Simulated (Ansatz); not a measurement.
## Relaxing AlP(110) slab, H on both faces (192 atoms)

How does AlP(110) slab, H on both faces (192 atoms) relax, and what do bonds, charges and levels look like afterwards?

Program: Ansatz 0.2.0. Level of theory: Kohn-Sham DFT, PBE, PAW (set soft_2), plane waves. Results are calculated unless marked as measured.

### 1. The structure

The cell holds 192 atoms: 48 Al, 48 P and 96 H. Its edges and angles: a = 23.178 Å, b = 21.852 Å, c = 16.512 Å, α = 90.0°, β = 90.0°, γ = 90.0°. It derives from AlP (zinc-blende). Zinc-blende AlP (a = 5.463 Å), (110) slab of 2 atomic planes, 6 x 4 surface cells, H on the broken bonds of both faces, 12 Å of vacuum; displaced by a Gaussian of 0.02 Å. Regions: slab, 96 atoms (48 Al and 48 P); hydrogen, 96 atoms (96 H). Vacuum lies along c.

What the set-up can't give: Caps of real hydrogen don't mimic the fractional bonds of a polar compound, so surface states and strained caps may belong to the model. Sampling is at Γ alone, for a cell whose shortest periodic width is 22 Å.

### 2. Single point at the start

The forces at the start show how far the geometry lies from a minimum of this functional.

Contents of input.yaml:

```yaml
crystal:
  lattice:
    - [23.17755, 0.0, 0.0]
    - [0.0, 21.852, 0.0]
    - [0.0, 0.0, 16.51159]
  atoms:
    - { symbol: Al, position: [0.91689, 0.13373, 0.44215] }
    - { symbol: P, position: [0.99932, 0.07366, 0.44135] }
    - { symbol: Al, position: [0.99972, 0.01007, 0.55961] }
    - { symbol: P, position: [0.91514, 0.19771, 0.5569] }
    - { symbol: Al, position: [0.08255, 0.13467, 0.43978] }
    - { symbol: P, position: [0.16621, 0.07352, 0.44171] }
    - { symbol: Al, position: [0.16646, 0.01015, 0.55824] }
    - { symbol: P, position: [0.08502, 0.19775, 0.55838] }
    - { symbol: Al, position: [0.915, 0.38625, 0.44163] }
    - { symbol: P, position: [0.99979, 0.32386, 0.44231] }
    - { symbol: Al, position: [0.00044, 0.25923, 0.55773] }
    - { symbol: P, position: [0.91527, 0.44903, 0.55744] }
    - { symbol: Al, position: [0.24991, 0.13439, 0.44124] }
    - { symbol: P, position: [0.33358, 0.07379, 0.44032] }
    - { symbol: Al, position: [0.33314, 0.01057, 0.55973] }
    - { symbol: P, position: [0.25094, 0.19871, 0.55849] }
    - { symbol: Al, position: [0.08248, 0.38461, 0.44163] }
    - { symbol: P, position: [0.16613, 0.32329, 0.44057] }
    - { symbol: Al, position: [0.16604, 0.26097, 0.55988] }
    - { symbol: P, position: [0.08288, 0.44804, 0.55911] }
    - { symbol: Al, position: [0.91724, 0.63684, 0.44223] }
    - { symbol: P, position: [0.99879, 0.57309, 0.44092] }
    - { symbol: Al, position: [0.0008, 0.5104, 0.55904] }
    - { symbol: P, position: [0.9172, 0.69846, 0.55678] }
    - { symbol: Al, position: [0.41602, 0.13596, 0.44143] }
    - { symbol: P, position: [0.50083, 0.07261, 0.44121] }
    - { symbol: Al, position: [0.49992, 0.012, 0.55781] }
    - { symbol: P, position: [0.41598, 0.19706, 0.55856] }
    - { symbol: Al, position: [0.24924, 0.38485, 0.44213] }
    - { symbol: P, position: [0.33217, 0.32381, 0.44125] }
    - { symbol: Al, position: [0.33328, 0.26039, 0.55782] }
    - { symbol: P, position: [0.25104, 0.44962, 0.55968] }
    [... 154 atom lines left out ...]
    - { symbol: H, position: [0.66628, 0.8026, 0.63755] }
    - { symbol: H, position: [0.58284, 0.90896, 0.62852] }
    - { symbol: H, position: [0.74772, 0.92617, 0.36424] }
    - { symbol: H, position: [0.8323, 0.78542, 0.37163] }
    - { symbol: H, position: [0.83375, 0.80369, 0.63518] }
    - { symbol: H, position: [0.7501, 0.9101, 0.62868] }
kpoints:
  mp_grid: { grid: [1, 1, 1] }
hamiltonian:
  xc: pbe
scf:
  occupations: { method: fermi_dirac, width: 0.05 }
output:
  forces: true
  populations: true
  dos:
    method: { smearing: { sigma: 0.15 } }
    de: 0.1
    projected: { site_lists: { Al: [Al], H: [H], P: [P] } }
  eigenvalues: true
```

Launch:

```sh
ansatz run input.yaml --threads 8 --pin off --max-ram 15872MiB --backend cpu --events-out ev --progress --plain --runs-dir out
```

Numbers of over 12 decimals in the logs are rounded to 6 here.

Log:

```text
Engine: ansatz 0.2.0, aarch64-unknown-linux-gnu
Pseudopotentials: kind: paw
Pseudopotential: Al, paw, valence charge 3, recommended cutoff 420 eV (normal), Al.paw.azcp
Pseudopotential: P, paw, valence charge 5, recommended cutoff 420 eV (normal), P.paw.azcp
Pseudopotential: H, paw, valence charge 1, recommended cutoff 420 eV (normal), H.paw.azcp
[... 5 lines on functional and potentials left out ...]
Crystal: 192 atoms, lattice volume = 8362.721 Å³
Basis set: ecut = 420 eV, 163479 PW (Γ), exchange–correlation on 320×300×240 points (8 copies of the dense FFT grid, shifted against one another)
Bands: 432, of which v1, the nominal top of the filled ones, is band 240 counted from 1 (239 counted from 0)
Symmetry: 1 space group operations
Space group: P1 (ITA 1), of the structure as read, at distance tolerance 2.0e-4 Å
k-points: 1
[... 7 lines on functional and potentials left out ...]
Initial density: superposition of atomic densities (neutral atoms: chi_scale 0, normalization atom), corrected by the library's trained network
Initial wavefunctions: pseudopotential atomic-orbital guess
Functional: x = pbe(κ = 0.804, μ = 0.219515), c = pbe(β = 0.066725)
SCF iter   1: F=—  HF=-63624.561227 eV  |F-HF|=—  |Δ(HF+E_count)|=         —  Δρ=1.70e-3  dr2=4.42e-1  ethr=1.77e-3  ⟨swp⟩=9.0  Hψ=2727  notcnv=0  defer=73
preconditioner: auto → Resta (q_TF=auto, 1.694 Å⁻¹)  ε∞=1.9  [insulator: Δε(μ)=3.243 eV  Ē_g=9.291 eV  σ=0.050 eV  W_gap=1.00  n_scr=686 (ndim 8)  ℏωp=8.9 eV  f_vac=0.576  D(μ)=0.00/eV (n_scr^D=0)  ε∞_Penn≈1.9  vacuum switching on, ρ_ref=6.3e-3 e/Å³]
SCF iter   2: F=—  HF=-63624.549794 eV  |F-HF|=—  |Δ(HF+E_count)|=   1.14e-2  Δρ=5.32e-4  dr2=2.19e-2  ethr=9.22e-5  ⟨swp⟩=2.0  Hψ=648  notcnv=0  defer=185
SCF iter   3: F=—  HF=-63624.583327 eV  |F-HF|=—  |Δ(HF+E_count)|=   3.35e-2  Δρ=2.38e-4  dr2=3.52e-3  ethr=4.55e-6  ⟨swp⟩=2.0  Hψ=439  notcnv=0  defer=185
SCF iter   4: F=—  HF=-63624.597476 eV  |F-HF|=—  |Δ(HF+E_count)|=   1.41e-2  Δρ=4.79e-5  dr2=2.76e-4  ethr=7.34e-7  ⟨swp⟩=2.0  Hψ=486  notcnv=0  defer=185
SCF iter   5: F=—  HF=-63624.597902 eV  |F-HF|=—  |Δ(HF+E_count)|=   4.27e-4  Δρ=1.48e-5  dr2=6.11e-5  ethr=5.75e-8  ⟨swp⟩=2.0  Hψ=439  notcnv=0  defer=185
SCF iter   6: F=—  HF=-63624.598448 eV  |F-HF|=—  |Δ(HF+E_count)|=   5.45e-4  Δρ=5.22e-6  dr2=3.36e-6  ethr=1.27e-8  ⟨swp⟩=2.0  Hψ=439  notcnv=0  defer=185
SCF iter   7: F=—  HF=-63624.598458 eV  |F-HF|=—  |Δ(HF+E_count)|=   1.02e-5  Δρ=1.61e-6  dr2=7.01e-7  ethr=6.99e-10  ⟨swp⟩=3.0  Hψ=618  notcnv=0  defer=185
SCF iter   8: F=-63624.598459 eV  HF=-63624.598459 eV  |F-HF|=2.32e-8  |Δ(HF+E_count)|=   5.65e-7  Δρ=4.89e-7  dr2=4.17e-8  ethr=2.08e-11  ⟨swp⟩=30.0  Hψ=4435  notcnv=0
SCF 1 converged in 8 iterations: F = -63624.598459 eV  dr2 = 4.17e-8
  greatest PAW one-centre occupation: 0.779 electrons in one spin orbital (limit 2), on the P atom at site 31 (counted from 0), in its partial waves of l = 0
SCF converged after 8 iterations
Free energy (F): -63624.598459 eV
Harris-Foulkes:  -63624.598459 eV  (|F-HF|=2.32e-8)
Internal energy: -63624.598459 eV  (E = F + TS)
E sigma→0 (E₀):  -63624.598459 eV
Fermi energy:    -1.655649 eV
--- Per-component energies (eV) ---
  E_band       = -3532.219371
  E_kinetic    = 5774.752507
  E_local      = -63190.106532  (includes V_loc(G=0)·N_el)
  E_nonlocal   = 2307.651359
  E_hartree    = 28786.997782
  E_xc         = -5701.895867
  E_vxc        = -5383.009077  (∫ρ·V_xc dr)
  E_paw        = -49831.029020  (= ΣΔE_a)
  E_vpaw       = -615.376599  (= ΣTr[D̂ρ^β])
  E_aug_tail   = -0.116343  (compensation charges beyond the density's cutoff)
  E_ewald      = 18229.147655
  E_smearing   = -0.000000  (= −TS)
  E_closure    = -0.000000  (closes the sum)
  Σ components = -63624.598459   (vs F -63624.598459, Δ=0.00e0)
--- Forces (eV/Å), atoms counted from 1 ---
  atom   1  Al    -0.13952647     0.79698025    -0.91907322
  atom   2  P      0.27442240    -0.85192628     0.27421396
  atom   3  Al    -0.24172395    -0.17513764    -0.29152155
  atom   4  P      0.54571260    -0.44542307     0.08562315
  atom   5  Al     0.12470574     0.13295054     0.08811489
  atom   6  P     -0.00479000    -0.28952442     0.46667434
  atom   7  Al    -0.14024451    -0.16025111     0.17758272
  atom   8  P     -0.45450532    -0.82405149     0.17827051
  atom   9  Al     0.21371396    -0.47977628     0.11456650
  atom  10  P     -0.33877243    -0.70377013    -0.04554611
  atom  11  Al    -0.10520168     0.12686195     0.35229464
  atom  12  P      0.60096018    -0.68102703     0.21849905
  atom  13  Al    -0.03076678     0.35330603    -0.10555370
  atom  14  P     -0.07870118    -0.39068615     0.88527211
[...]
atom 191  H      0.01966436     0.17961114     0.14118709
  atom 192  H      0.04463276    -0.11027413     0.30855953
  max |Σ_I F_I| component: 3.90e-4 eV/Å
--- Band table (eV) ---
  k-point 0: bands = ["-14.0917", "-13.9706", "-13.9513", "-13.9219", [... 416 levels ...], "3.3037", "3.3136", "3.4480", "3.4496", "3.4543", "3.4561", "3.5330", "3.5696", "3.5828", "3.5890", "3.5963", "3.6113"]
--- Löwdin populations: 192 sites ---
  site symbol       q [e]
     0     Al      2.6046
     1      P      5.1688
     2     Al      2.5754
[...]
191      H      0.9297
  spilling = 0.012950 (of n_electrons = 480.000000)
```

The job ended after 82 s (8 threads of Arm Neoverse V2, shared host; peak memory 9.5 GiB; 11 min of CPU time).

Numbers from this run:

| Property | Result |
| --- | --- |
| free energy | -63624.5985 eV |
| free energy per atom | -331.3781 eV/atom |
| SCF cycles | 8 |
| r.m.s. force component | 0.3925 eV/Å |
| longest force | 1.756 eV/Å |
| Fermi energy | -1.656 eV |
| gap (highest filled to lowest empty level) | 3.261 eV |
| spilling of the projection | 0.01295 |

The r.m.s. force component of 0.39 eV/Å sets the starting point.

Length of the force by element:

```csv
element,coordination,atoms,mean length of the force (eV/Å),spread,least,most
Al,all,48,0.524,0.232,0.203,1.22
H,all,96,0.455,0.307,0.0446,1.50
P,all,48,0.897,0.337,0.272,1.76
```

### 3. Relaxation

The atoms are relaxed in the fixed cell, aiming at the force tolerance of the input.

input.yaml, the sections that differ from step 2:

```yaml
output:
  forces: true
relax:
  f_tol: 0.05
  max_steps: 78
# crystal, kpoints, hamiltonian, scf: as in step 2
```

Log:

```text
[...]
Crystal: 192 atoms, lattice volume = 8362.721 Å³
Basis set: ecut = 420 eV, 163479 PW (Γ), exchange–correlation on 320×300×240 points (8 copies of the dense FFT grid, shifted against one another)
Bands: 432, of which v1, the nominal top of the filled ones, is band 240 counted from 1 (239 counted from 0)
Symmetry: 1 space group operations
[...]
k-points: 1
[...]
SCF iter   1: F=—  HF=-63624.561228 eV  |F-HF|=—  |Δ(HF+E_count)|=         —  Δρ=1.70e-3  dr2=4.42e-1  ethr=1.77e-3  ⟨swp⟩=9.0  Hψ=2727  notcnv=0  defer=73
[...]
SCF iter   6: F=-63624.598457 eV  HF=-63624.598448 eV  |F-HF|=9.70e-6  |Δ(HF+E_count)|=   1.51e-7  Δρ=5.14e-6  dr2=2.91e-6  ethr=1.27e-8  ⟨swp⟩=4.0  Hψ=1005  notcnv=0
SCF 1 converged in 6 iterations: F = -63624.598457 eV  dr2 = 2.91e-6
[...]
relax step   1: F+E_penalty+E_count = -63624.59845732 eV  Δ(F+E_penalty+E_count) = +0.000e0 eV  max|allowed force component| = 1.733e0 eV/Å  Δτ_max = 0.0000 Å  (6 SCF iters, dr2 threshold 6.25e-5 eV, accepted)
[...]
relax step   2: F+E_penalty+E_count = -63627.63665627 eV  Δ(F+E_penalty+E_count) = -3.038e0 eV  max|allowed force component| = 5.391e-1 eV/Å  Δτ_max = 0.1435 Å  (6 SCF iters, dr2 threshold 1.00e-4 eV, accepted)
[...]
relax step   3: F+E_penalty+E_count = -63628.16607711 eV  Δ(F+E_penalty+E_count) = -5.294e-1 eV  max|allowed force component| = 2.409e-2 eV/Å  Δτ_max = 0.1286 Å  (6 SCF iters, dr2 threshold 1.82e-5 eV, accepted)
[...]
relax step   4: F+E_penalty+E_count = -63628.16608512 eV  Δ(F+E_penalty+E_count) = -8.014e-6 eV  max|allowed force component| = 2.411e-2 eV/Å  Δτ_max = 0.0000 Å  (4 SCF iters, accepted)
SCF converged after 4 iterations
Free energy (F): -63628.166085 eV
[...]
Internal energy: -63628.166085 eV  (E = F + TS)
E sigma→0 (E₀):  -63628.166085 eV
Fermi energy:    -1.519464 eV
[...]
--- Forces (eV/Å), atoms counted from 1 ---
  atom   1  Al     0.00201167     0.00746018     0.00807938
  atom   2  P     -0.00550034     0.00422930    -0.01168183
  atom   3  Al     0.00651049     0.01531262     0.01186094
  atom   4  P     -0.00319958     0.00498193     0.00281249
  atom   5  Al     0.01034814     0.01591021     0.00171890
  atom   6  P     -0.00384984     0.00398343    -0.01088004
  atom   7  Al     0.00033256     0.01513056     0.00040165
  atom   8  P     -0.00081996     0.00746766     0.00032272
  atom   9  Al     0.00002611     0.00845987    -0.00656082
  atom  10  P      0.00395539     0.00338457    -0.00402671
  atom  11  Al     0.00295860     0.01186322     0.00849507
  atom  12  P     -0.00660851     0.00504158     0.00338242
  atom  13  Al     0.00342885     0.00903500    -0.00761758
  atom  14  P     -0.00023090     0.00266595    -0.01057868
[...]
atom 191  H     -0.00303303    -0.00205884     0.00912850
  atom 192  H      0.00075621    -0.00703580    -0.02098725
  max |Σ_I F_I| component: 1.60e-4 eV/Å
--- Relaxed structure (4 steps of the walk, 4 accepted, 0 SCFs on fresh bases) ---
  F+E_penalty+E_count = -63628.16608512 eV   max|allowed force component| = 2.411e-2 eV/Å
  atoms:
    - { symbol: Al, position: [0.916498, 0.135791, 0.433872] }
    - { symbol: P, position: [0.999901, 0.072718, 0.446927] }
    - { symbol: Al, position: [0.999833, 0.010571, 0.566570] }
    - { symbol: P, position: [0.916531, 0.197622, 0.553859] }
[...]
- { symbol: H, position: [0.749829, 0.908005, 0.622045] }
```

Run time: 2 min. Hardware: 8 threads; peak memory 9.2 GiB; 15 min of CPU time.

Relaxation path:

```csv
step,energy less that of the first step (eV),largest force component (eV/Å)
1,0.0000,1.7326
2,-3.0382,0.5391
3,-3.5676,0.0241
4,-3.5676,0.0241
```

The atoms that moved most (Å):

```csv
atom,dx,dy,dz,length
H105,0.017,0.036,-0.175,0.180
Al69,-0.001,0.047,-0.171,0.177
Al59,0.006,0.009,0.165,0.165
H189,0.047,0.066,-0.142,0.164
H171,-0.008,0.060,0.149,0.161
H99,0.013,0.072,0.143,0.161
H107,0.004,0.033,0.157,0.160
H125,-0.046,0.032,-0.149,0.159
```

The relaxation changed the energy by -18.6 meV/atom, and atoms moved by 0.12 Å r.m.s., 0.18 Å at most.

### 4. Local order after relaxation

Bonds before and after, by the cutoffs listed below:

```csv
pair,bonds before,bonds after,mean before (Å),mean after (Å),spread before (Å),spread after (Å)
H-Al,48,48,1.577,1.595,0.023,0.000
H-P,48,48,1.415,1.424,0.029,0.000
Al-P,144,144,2.367,2.388,0.028,0.007
```

Normalised to the volume that the atoms fill. Pair distribution functions g(r), in bins of 0.2 Å:

```csv
r (Å),total,H-H,H-Al,H-P,Al-Al,Al-P,P-P
1.40,1.75,0.00,0.00,7.00,0.00,0.00,0.00
1.60,1.44,0.00,5.75,0.00,0.00,0.00,0.00
1.80,0.00,0.00,0.00,0.00,0.00,0.00,0.00
2.00,0.00,0.00,0.00,0.00,0.00,0.00,0.00
2.20,0.00,0.00,0.00,0.00,0.00,0.00,0.00
2.40,1.90,0.00,0.00,0.00,0.00,15.15,0.00
2.60,0.00,0.00,0.00,0.00,0.00,0.00,0.00
2.80,0.00,0.00,0.00,0.00,0.00,0.00,0.00
3.00,1.52,3.13,2.95,0.00,0.00,0.00,0.00
3.20,0.70,0.00,1.48,1.32,0.00,0.00,0.00
3.40,0.62,0.00,0.00,2.50,0.00,0.00,0.00
3.60,0.00,0.00,0.00,0.00,0.00,0.00,0.00
3.80,2.44,3.95,1.90,0.00,3.79,0.00,11.79
4.00,1.35,0.00,0.00,3.60,7.11,0.00,0.00
4.20,0.82,0.00,1.64,1.68,0.00,0.00,0.00
4.40,0.55,0.72,1.49,0.00,0.00,0.00,0.00
4.60,0.99,0.00,0.49,0.00,0.00,6.90,0.00
4.80,0.20,0.00,0.16,0.64,0.00,0.00,0.00
5.00,0.85,0.00,1.15,2.23,0.00,0.00,0.00
5.20,0.26,1.04,0.00,0.00,0.00,0.00,0.00
5.40,0.71,0.95,0.96,0.00,1.90,0.00,1.90
5.60,0.00,0.00,0.00,0.00,0.00,0.00,0.00
5.80,0.52,1.67,0.41,0.00,0.00,0.00,0.00
6.00,0.69,0.00,0.77,0.39,0.00,3.19,0.00
6.20,0.55,0.73,0.72,0.76,0.00,0.00,0.00
6.40,0.26,0.00,0.00,1.03,0.00,0.00,0.00
6.60,1.21,2.10,0.80,0.03,2.56,0.00,5.15
6.80,0.69,0.14,0.49,1.53,2.48,0.00,0.00
```

Bonds by pair of elements; cutoffs follow the first minimum of g(r), held within bounds set by covalent radii, and pairs that aren't listed don't count as bonded:

```csv
pair A-B,cutoff (Å),bonds,mean length (Å),spread (Å),shortest (Å),B about A,A about B
H-Al,1.95,48,1.59,0,1.59,0.5,1
H-P,1.78,48,1.42,0,1.42,0.5,1
Al-P,2.77,144,2.39,0.007,2.38,3,3
```

How many atoms have how many bonded neighbours:

```csv
element,mean,1,4
Al,4,0,48
H,1,96,0
P,4,0,48
```

Bond angles, per cent of each kind in bins of 5°:

```csv
angle (°),P-Al-P,H-Al-P,Al-P-H,Al-P-Al
100–105,66.7,0.0,0.0,0.0
105–110,33.3,33.3,100.0,33.3
110–115,0.0,66.7,0.0,66.7
```

Bond angles (no mean is given where the spread exceeds 20°):

```csv
angle,count,mean (°),spread (°)
P-Al-P,144,106,1.7
H-Al-P,144,113,2.5
Al-P-H,144,107,1.2
Al-P-Al,144,112,2.5
```

With the cutoffs above, all Al atoms have 4, all H atoms have 1 and all P atoms have 4 bonded neighbours. The P-Al-P angle averages 106° with a spread of 1.7°.

(Continued in part 2 of 2.)

[Logs are printed without paths, hosts, clocks, repeated set-up lines and the standing remarks that a program may print on its own settings, such as how far it seeks lower states.]

[Hosts, paths, dates, database ids (printed as entryN), source tags and the programs' standing remarks are cut or masked in the printed files.]
